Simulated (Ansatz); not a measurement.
## BaWO4 (I4_1/a): spin-orbit coupling beyond the local functionals

How far does spin-orbit coupling move the gap of BaWO4 (I4_1/a)?

Main program and level: Ansatz 0.2.0; density functionals with and without spin-orbit coupling, plane waves, PAW.

**The experiments to reproduce.**

- Gap 5.26 eV: direct gap from absorption edge with Urbach fit; optical absorption; 300 K; bulk crystal (thin cleaved platelet of Czochralski crystal, 10-30 um thick) (“Optical absorption of divalent metal tungstates: Correlation between the band-gap energy and the cation ionic radius”, 2008, arxiv:0807.2115).

- Gap 5 eV: onset of steep optical absorption, direct gap; UV-visible optical absorption; 300 K; bulk crystal (Czochralski crystal, cleaved platelet about 20 um thick) (“A combined high-pressure experimental and theoretical study of the electronic band-structure of scheelite-type AWO4 (A = Ca, Sr, Ba, Pb) compounds”, 2011, arxiv:1107.3014).

## 1. The structure

The structure is tetragonal, space group I4_1/a (No. 88). The conventional cell has a = 5.667 Å, b = 5.667 Å, c = 12.739 Å, α = 90.00°, β = 90.00°, γ = 90.00°. Nearest to Ba lie 8 O at 2.76 to 2.80 Å. Nearest to W lie 4 O at 1.79 Å. Nearest to O lie 1 W at 1.79 Å and 2 Ba at 2.76 to 2.80 Å. Farther neighbours, and contacts between anions beyond the nearest, are not listed.

Structure file:

```cif
data_structure
_symmetry_space_group_name_H-M 'P 1'
_symmetry_Int_Tables_number 1
_cell_length_a 7.5249
_cell_length_b 7.5249
_cell_length_c 7.5249
_cell_angle_alpha 135.762
_cell_angle_beta 135.762
_cell_angle_gamma 64.349
_cell_volume 204.53
loop_
_atom_site_label
_atom_site_type_symbol
_atom_site_fract_x
_atom_site_fract_y
_atom_site_fract_z
_atom_site_occupancy
Ba1 Ba 0.25000 0.75000 0.50000 1
Ba2 Ba 0.50000 0.50000 0.00000 1
W3 W 0.75000 0.25000 0.50000 1
W4 W 0.00000 0.00000 0.00000 1
O5 O 0.15214 0.04689 0.35624 1
O6 O 0.69065 0.79590 0.64376 1
O7 O 0.05935 0.45410 0.85624 1
O8 O 0.54590 0.40214 0.60525 1
O9 O 0.20410 0.84786 0.89475 1
O10 O 0.95311 0.30935 0.10525 1
O11 O 0.79689 0.94065 0.39475 1
O12 O 0.59786 0.20311 0.14376 1
```

The cell and positions are those that the Materials Project relaxed with its own functionals (PBE, PBE+U or r2SCAN), kept fixed. The default PAW set here is soft_2. Its files were made with PBE.

## 2. HSE06, 4×4×4 mesh

This step: DFT, HSE06, plane waves, PAW.

input.yaml reads:

```yaml
crystal:
  lattice:
    - [-2.833365905, 2.833365905, 6.36926687]
    - [2.833365905, -2.833365905, 6.36926687]
    - [2.833365905, 2.833365905, -6.36926687]
  atoms:
    - { symbol: Ba, position: [0.25, 0.75, 0.5] }
    - { symbol: Ba, position: [0.5, 0.5, 0.0] }
    - { symbol: W, position: [0.75, 0.25, 0.5] }
    - { symbol: W, position: [0.0, 0.0, 0.0] }
    - { symbol: O, position: [0.15214477, 0.04689186, 0.35623995] }
    - { symbol: O, position: [0.69065191, 0.79590482, 0.64376005] }
    - { symbol: O, position: [0.05934809, 0.45409518, 0.85623995] }
    - { symbol: O, position: [0.54590482, 0.40214477, 0.60525291] }
    - { symbol: O, position: [0.20409518, 0.84785523, 0.89474709] }
    - { symbol: O, position: [0.95310814, 0.30934809, 0.10525291] }
    - { symbol: O, position: [0.79689186, 0.94065191, 0.39474709] }
    - { symbol: O, position: [0.59785523, 0.20310814, 0.14376005] }
kpoints:
  mp_grid: { grid: [4, 4, 4] }
  band_path:
    path:
      - [0.0, 0.0, 0.0]
      - [0.0, 0.0, 0.5]
      - [0.25, 0.25, 0.25]
      - [0.0, 0.5, 0.0]
      - [0.5, 0.5, -0.5]
      - [0.29947279, 0.70052721, -0.29947279]
      - [-0.29947279, 0.29947279, 0.29947279]
      - [-0.09894559, 0.09894559, 0.5]
    npoints: 1
hamiltonian:
  xc: hse06
scf:
  occupations: { method: fixed }
  n_extra_bands: 8
output:
  eigenvalues: true
  write_density: true
  write_potential: true
  elf: true
  volumetric_format: npy
```

Started as:

```bash
$ ansatz run input.yaml --threads 3 --pin off --max-ram 92160MiB --backend cuda --events-out ev --progress --plain --runs-dir out --devices 1 --max-vram 13GiB
```

The program printed:

```text
scf.n_extra_bands = 8 over 48 filled bands (N_el = 96.0): the run solves 56 bands
GPUs: using 1 of 1 available (devices: 1).
Engine: ansatz 0.2.0, x86_64-unknown-linux-gnu
Pseudopotentials: kind: paw
Pseudopotential: Ba, paw, valence charge 10, recommended cutoff 420 eV (normal), Ba.paw.azcp
Pseudopotential: W, paw, valence charge 14, recommended cutoff 420 eV (normal), W.paw.azcp
Pseudopotential: O, paw, valence charge 6, recommended cutoff 420 eV (normal), O.paw.azcp
Functional definition: HSE06
  parameter a = 0.25
  parameter omega = 0.11/bohr
  exchange = pbe_x - a*pbe_x_sr(omega) + a*exact_x_sr(omega)
  correlation = pbe_c
davidson cushion auto → on  (no smearing: the cushion is to keep the highest requested band from converging to the state above it; pin scf.eigensolver.cushion to override)
device memory: the entry about to start is reckoned to put 4.4 GiB on a device that reports 58.0 GiB free (of which the cap on the GPU budget leaves the run 13.0 GiB)
GPU FFT provider: cuFFT
GPU libraries: cuBLAS 13.8.2, cuFFT 12.4.0, cuSOLVER 12.3.4
Crystal: 12 atoms, lattice volume = 204.529 Å³
Basis set: ecut = 420 eV, 4045 PW (Γ)
Bands: 56, of which v1, the nominal top of the filled ones, is band 48 counted from 1 (47 counted from 0)
Symmetry: 8 space group operations
Space group: I41/a (ITA 88), of the structure as read, at distance tolerance 5.9e-5 Å
k-points: 14 of 64
Non-local potential: Ba, projectors of the file, l = 0: 3, l = 1: 2, l = 2: 2, l = 3: 2
Non-local potential: W, projectors of the file, l = 0: 3, l = 1: 2, l = 2: 2, l = 3: 1
Non-local potential: O, projectors of the file, l = 0: 2, l = 1: 2, l = 2: 1
PAW form: soft (Blöchl's): semilocal exchange-correlation on the pseudo side does not see the compensation charge
PAW frozen core: Ba, regenerated for the run's functional, and the local potential with it (the file was generated under x = pbe(κ = 0.804, μ = 0.219515), c = pbe(β = 0.066725))
PAW frozen core: W, regenerated for the run's functional, and the local potential with it (the file was generated under x = pbe(κ = 0.804, μ = 0.219515), c = pbe(β = 0.066725))
PAW frozen core: O, regenerated for the run's functional, and the local potential with it (the file was generated under x = pbe(κ = 0.804, μ = 0.219515), c = pbe(β = 0.066725))
PAW one-centre angular grid: Ba, 194 points (default); XC on 64 Gauss nodes
PAW one-centre angular grid: W, 590 points (default); XC on 64 Gauss nodes
PAW one-centre angular grid: O, 110 points (default); XC on 96 Gauss nodes
Initial density: superposition of atomic densities (neutral atoms: chi_scale 0, normalization atom), corrected by the library's trained network
Initial wavefunctions: pseudopotential atomic-orbital guess
GPU buffer pool allocated for 157464 grid points (all kernels)
[...]
Frozen-core exchange: fock
SCF iter   1: F=—  HF=-37229.769773 eV  |F-HF|=—  |Δ(HF+E_count)|=         —  Δρ=5.71e-5  dr2=3.76e-6  ethr=7.10e-7  ⟨swp⟩=2.6  Hψ=1749  notcnv=0
preconditioner: auto → none  [insulator: Δε(μ)=6.239 eV  Ē_g=13.756 eV  n_scr=36 (ndim 8)  ℏωp=22.6 eV  f_vac=0.066]
SCF iter   2: F=—  HF=-37229.769776 eV  |F-HF|=—  |Δ(HF+E_count)|=   3.53e-6  Δρ=2.92e-5  dr2=7.90e-7  ethr=3.10e-9  ⟨swp⟩=5.9  Hψ=3406  notcnv=0  defer=6
SCF iter   3: F=—  HF=-37229.769778 eV  |F-HF|=—  |Δ(HF+E_count)|=   1.72e-6  Δρ=2.35e-5  dr2=6.69e-7  ethr=6.42e-10  ⟨swp⟩=6.1  Hψ=2672  notcnv=0  defer=9
iter 4 solved again at ethr=2.14e-11 eV; its pass at ethr=6.42e-10 eV (dr2=2.06e-8 eV) is discarded
SCF iter   4: F=-37229.769778 eV  HF=-37229.769778 eV  |F-HF|=1.87e-8  |Δ(HF+E_count)|=   1.97e-7  Δρ=3.14e-6  dr2=2.50e-8  ethr=2.14e-11  ⟨swp⟩=4.3  Hψ=4314  notcnv=0
SCF 3 converged in 4 iterations: F = -37229.769778 eV  dr2 = 2.50e-8
hybrid outer 2: dexx = +2.089e-6 eV, tail = 7.52e-8 eV, Δε = 3.17e-3 eV (about 1.02e-4 eV left of the loop's levels)
device memory: the entry about to start is reckoned to put 1.5 GiB on a device that reports 41.6 GiB free (of which the cap on the GPU budget leaves the run 13.0 GiB)
NSCF: frozen V_eff on 8 k-points
hybrid SCF converged: 2 outer / 10 inner (+3 warm-up), last move |dexx| = 2.09e-6 eV, tail = 7.52e-8 eV
Stability not checked: this state was not tested for a lower state beside it, because the functional holds exact exchange (a hybrid, or Hartree-Fock), whose exchange loop this test does not read (fock_operator; see scf.lower_state_search)
Free energy (F): -37229.769778 eV
Frozen-core exchange: fock
Harris-Foulkes:  -37229.769778 eV  (|F-HF|=1.87e-8)
Internal energy: -37229.769778 eV  (E = F + TS)
E sigma→0 (E₀):  -37229.769778 eV
Fermi energy:    4.699605 eV
--- Per-component energies (eV) ---
  E_band       = -923.240193
  E_kinetic    = 2631.549670
  E_local      = -6716.046938  (includes V_loc(G=0)·N_el)
  E_nonlocal   = 487.528108
  E_hartree    = 2478.065042
  E_xc         = -1165.644623
  E_vxc        = -1191.475535  (∫ρ·V_xc dr)
  E_exx        = -272.599297  (= α·E_x^exact, valence–valence)
  E_paw        = -28866.029417  (= ΣΔE_a)
  E_vpaw       = -545.733554  (= ΣTr[D̂ρ^β])
  E_aug_tail   = 0.019236  (compensation charges beyond the density's cutoff)
  E_ewald      = -5800.256147
  E_core_change = -6.355410  (= ΣΔE_core)
  E_smearing   = -0.000000  (= −TS)
  E_closure    = 0.000000  (closes the sum)
  Σ components = -37229.769778   (vs F -37229.769778, Δ=0.00e0)
--- Band table (eV; the first three rows and the last of 14) ---
  k-point 0: bands = [... 44 lower, 4.2179, 4.4450, 4.6996, 4.6996, 10.9700, 11.1875, 11.4034, 11.5526, ... 4 higher]
  k-point 1: bands = [... 44 lower, 4.3210, 4.3276, 4.3861, 4.6044, 11.1169, 11.3006, 11.3204, 11.6406, ... 4 higher]
  k-point 2: bands = [... 44 lower, 4.3562, 4.3562, 4.4357, 4.4357, 11.0890, 11.0890, 11.5490, 11.5490, ... 4 higher]
  k-point 13: bands = [... 44 lower, 4.4340, 4.4340, 4.5872, 4.5872, 10.9381, 10.9381, 11.2446, 11.2446, ... 4 higher]
```

The job ended after 64 s (1 × NVIDIA H100 80GB HBM3 (shared by 6 runs) with 3 threads of AMD EPYC 7R13 (Zen 3), shared host; peak memory 2 GiB).

In the SCF lines HF is the Harris–Foulkes energy and dr2 the Hartree energy of the density residual, in eV; the loop may stop once dr2 is under the threshold and the program's other checks hold. Hψ counts applications of the Hamiltonian.

This step gave:

- gap: 6.239 eV
- valence top at: Γ
- conduction bottom at: M
- least direct gap: 6.270 eV
- exact-exchange fraction: 0.25

The gap is indirect, with the least direct gap 0.03 eV higher.

## 3. HSE06+SOC, 4×4×4 mesh

Spin-orbit coupling can split or shift the edges; a non-collinear run measures by how much.

This step: DFT, HSE06 with spin-orbit coupling, plane waves, PAW.

input.yaml: that of step 2 with these lines changed.

```diff
@@ -35,8 +35,7 @@
   occupations: { method: fixed }
-  n_extra_bands: 8
+  n_extra_bands: 16
+magnetization:
+  noncollinear: true
+  spin_orbit: true
 output:
   eigenvalues: true
-  write_density: true
-  write_potential: true
-  elf: true
-  volumetric_format: npy
```

The program printed:

```text
[...]
GPUs: using 1 of 1 available (devices: 1).
[...]
non-collinear run that drives no moment, with spin-orbit: no starting moment large enough to seed its density (crystal.atoms[].spin), no starting occupations that ask for one, no magnetisation constraint and no magnetic field, so the semilocal B_xc is pinned to zero
[...]
GPU FFT provider: cuFFT
GPU libraries: cuBLAS 13.8.2, cuFFT 12.4.0, cuSOLVER 12.3.4
Crystal: 12 atoms, lattice volume = 204.529 Å³
Basis set: ecut = 420 eV, 4045 PW (Γ)
Bands: 112, of which v1, the nominal top of the filled ones, is band 96 counted from 1 (95 counted from 0)
Symmetry: 8 space group operations + 8 with time reversal
[...]
k-points: 14 of 64
Projection manifold: j_resolved (fully-relativistic pseudo-atomic orbitals)
[...]
GPU buffer pool allocated for 157464 grid points (all kernels)
[...]
SCF iter   1: F=—  HF=-37287.378860 eV  |F-HF|=—  |Δ(HF+E_count)|=         —  Δρ=8.43e-2  dr2=3.14e1  dr2_m=0.00e0 (ungated)  ethr=1.00e-1  |M|=0.00e0 ∫|m|=0.00e0 μB  |m|>n=0.0e0 m-floor=0.0e0 τ_xc=0.0e0  β_m=0.30  ⟨swp⟩=6.6  Hψ=6464  notcnv=0
[...]
SCF iter   6: F=-37279.446203 eV  HF=-37279.445959 eV  |F-HF|=2.44e-4  |Δ(HF+E_count)|=   4.72e-3  Δρ=4.52e-4  dr2=2.91e-4  dr2_m=0.00e0 (ungated)  ethr=6.87e-6  |M|=0.00e0 ∫|m|=0.00e0 μB  |m|>n=0.0e0 m-floor=0.0e0 τ_xc=0.0e0  ⟨swp⟩=3.0  Hψ=3731  notcnv=0
SCF 1 stopped early in 6 iterations: F = -37279.446203 eV  dr2 = 2.91e-4
[...]
GPU FFT provider: cuFFT
GPU libraries: cuBLAS 13.8.2, cuFFT 12.4.0, cuSOLVER 12.3.4
Projection manifold: j_resolved (fully-relativistic pseudo-atomic orbitals)
[...]
GPU buffer pool allocated for 157464 grid points (all kernels)
[...]
Frozen-core exchange: fock
SCF iter   1: F=—  HF=-37238.798545 eV  |F-HF|=—  |Δ(HF+E_count)|=         —  Δρ=1.16e-2  dr2=4.78e-1  dr2_m=0.00e0 (ungated)  ethr=3.03e-6  |M|=0.00e0 ∫|m|=0.00e0 μB  |m|>n=0.0e0 m-floor=0.0e0 τ_xc=0.0e0  β_m=0.30  ⟨swp⟩=8.0  Hψ=9111  notcnv=0
[...]
SCF iter   5: F=-37238.719292 eV  HF=-37238.719309 eV  |F-HF|=1.75e-5  |Δ(HF+E_count)|=   5.90e-4  Δρ=1.42e-4  dr2=2.74e-5  dr2_m=0.00e0 (ungated)  ethr=2.54e-7  |M|=0.00e0 ∫|m|=0.00e0 μB  |m|>n=0.0e0 m-floor=0.0e0 τ_xc=0.0e0  ⟨swp⟩=4.6  Hψ=4966  notcnv=0
SCF 2 stopped early in 5 iterations: F = -37238.719292 eV  dr2 = 2.74e-5
hybrid outer 1: dexx = +4.658e-2 eV, tail = 1.32e-4 eV
GPU FFT provider: cuFFT
GPU libraries: cuBLAS 13.8.2, cuFFT 12.4.0, cuSOLVER 12.3.4
Projection manifold: j_resolved (fully-relativistic pseudo-atomic orbitals)
GPU buffer pool allocated for 157464 grid points (all kernels)
[...]
Frozen-core exchange: fock
SCF iter   1: F=—  HF=-37238.718726 eV  |F-HF|=—  |Δ(HF+E_count)|=         —  Δρ=6.98e-5  dr2=1.22e-5  dr2_m=0.00e0 (ungated)  ethr=6.86e-7  |M|=0.00e0 ∫|m|=0.00e0 μB  |m|>n=0.0e0 m-floor=0.0e0 τ_xc=0.0e0  β_m=0.30  ⟨swp⟩=2.8  Hψ=3497  notcnv=0
[...]
SCF iter   5: F=-37238.718728 eV  HF=-37238.718728 eV  |F-HF|=6.15e-9  |Δ(HF+E_count)|=   1.97e-7  Δρ=2.60e-6  dr2=1.27e-8  dr2_m=0.00e0 (ungated)  ethr=1.28e-11  |M|=0.00e0 ∫|m|=0.00e0 μB  |m|>n=0.0e0 m-floor=0.0e0 τ_xc=0.0e0  ⟨swp⟩=5.1  Hψ=8500  notcnv=0
eigensolver tolerance schedule: the retry pair's looser diagonalisation over-reported the residual by 0.42 of it (diagonalisation noise at 0.43 of the residual, at the tolerance the schedule requests for it); recorded, not acted on — ethr = c·dr2/N_el stays at c = 1.0e-1
SCF 3 converged in 5 iterations: F = -37238.718728 eV  dr2 = 1.27e-8
[...]
NSCF: frozen V_eff on 8 k-points
[...]
Magnetization: |M| = 0.0000 μB,  M = (+0.0000, +0.0000, +0.0000) μB
Absolute magnetization: 0.0000 μB (∫|m|)
  site 0: m = (+0.0000, +0.0000, +0.0000) μB, |m| = 0.0000 μB  (R = 1.14 Å)
  site 1: m = (+0.0000, +0.0000, +0.0000) μB, |m| = 0.0000 μB  (R = 1.14 Å)
  site 2: m = (+0.0000, +0.0000, +0.0000) μB, |m| = 0.0000 μB  (R = 0.74 Å)
  site 3: m = (+0.0000, +0.0000, +0.0000) μB, |m| = 0.0000 μB  (R = 0.74 Å)
  site 4: m = (+0.0000, +0.0000, +0.0000) μB, |m| = 0.0000 μB  (R = 0.74 Å)
  site 5: m = (+0.0000, +0.0000, +0.0000) μB, |m| = 0.0000 μB  (R = 0.74 Å)
  site 6: m = (+0.0000, +0.0000, +0.0000) μB, |m| = 0.0000 μB  (R = 0.74 Å)
  site 7: m = (+0.0000, +0.0000, +0.0000) μB, |m| = 0.0000 μB  (R = 0.74 Å)
  site 8: m = (+0.0000, +0.0000, +0.0000) μB, |m| = 0.0000 μB  (R = 0.74 Å)
  site 9: m = (+0.0000, +0.0000, +0.0000) μB, |m| = 0.0000 μB  (R = 0.74 Å)
  site 10: m = (+0.0000, +0.0000, +0.0000) μB, |m| = 0.0000 μB  (R = 0.74 Å)
  site 11: m = (+0.0000, +0.0000, +0.0000) μB, |m| = 0.0000 μB  (R = 0.74 Å)
Free energy (F): -37238.718728 eV
Frozen-core exchange: fock
[...]
Internal energy: -37238.718728 eV  (E = F + TS)
E sigma→0 (E₀):  -37238.718728 eV
Fermi energy:    4.731200 eV
[...]
--- Band table (eV; the first three rows and the last of 14) ---
  k-point 0: bands = [... 92 lower, 4.6690, 4.6690, 4.7312, 4.7312, 10.9575, 10.9575, 11.1684, 11.1684, ... 12 higher]
  k-point 1: bands = [... 92 lower, 4.3939, 4.3939, 4.6066, 4.6066, 11.0870, 11.0870, 11.2490, 11.2490, ... 12 higher]
  k-point 2: bands = [... 92 lower, 4.4398, 4.4398, 4.4398, 4.4398, 11.0667, 11.0667, 11.0667, 11.0667, ... 12 higher]
  k-point 13: bands = [... 92 lower, 4.5912, 4.5912, 4.5912, 4.5912, 10.9210, 10.9210, 10.9210, 10.9210, ... 12 higher]
```

Elapsed: 3.8 min, on 1 × NVIDIA H100 80GB HBM3 (shared by 6 runs) with 3 threads; peak memory 3.9 GiB.

Read from the output:

| Quantity | Value |
| --- | --- |
| gap | 6.190 eV |
| valence top at | Γ |
| conduction bottom at | M |
| least direct gap | 6.226 eV |
| exact-exchange fraction | 0.25 |

The gap stands −0.05 eV against HSE06.

## 4. Together

Times are wall times on 1 × NVIDIA H100 80GB HBM3 (shared by 6 runs) with 3 threads of AMD EPYC 7R13 (Zen 3), shared host, good to a factor of about two.

| level | gap (eV) | with coupling (eV) | change (eV) | time | with coupling |
| --- | --- | --- | --- | --- | --- |
| HSE06 | 6.24 | 6.19 | −0.05 | 64 s | 3.8 min |

## 5. What came out

```json
{"HSE06": "6.24 eV", "HSE06+SOC": "6.19 eV"}
```

**Reading.** Spin-orbit coupling changes the gap by −0.05 eV and the least direct gap by −0.04 eV. Against experiment, by HSE06+SOC: the direct gap of 6.23 eV lies +0.97 eV from the measured 5.26 eV (direct, 300 K, 2008); the direct gap of 6.23 eV lies +1.23 eV from the measured 5 eV (direct, 300 K, 2011). An exciton line or allowed optical edge lies below the quasiparticle gap by the binding energy; a forbidden edge can push the onset above it. The lattice is static and excitons are left out.

[Long decimals in the printed logs are rounded to 6 places.]

[Logs are printed without paths, hosts, clocks, repeated set-up lines and the standing remarks that a program may print on its own settings, such as how far it seeks lower states.]

[Paths, hosts, dates, memory and timing lines, banners, echoed tables and standing remarks are left out of the program output; an Ansatz launch command may be rebuilt from the run's recorded settings. Measured values are a selection of at most five: reports struck by readers or far from the other reports are left out. None is set beside runs whose start may be inverted or whose files or cutoffs have a known fault.]

[Runs of the session that timed out or met a known fault of the program may be left out.]

[Cells called generated may have been cut or substituted from an entry of the Crystallography Open Database or the Materials Project.]

[Hosts, paths, dates, database ids (printed as entryN), source tags and the programs' standing remarks are cut or masked in the printed files.]

[Where the starting crystal was built by hand or by swapping elements, it need not be the compound's stable phase.]
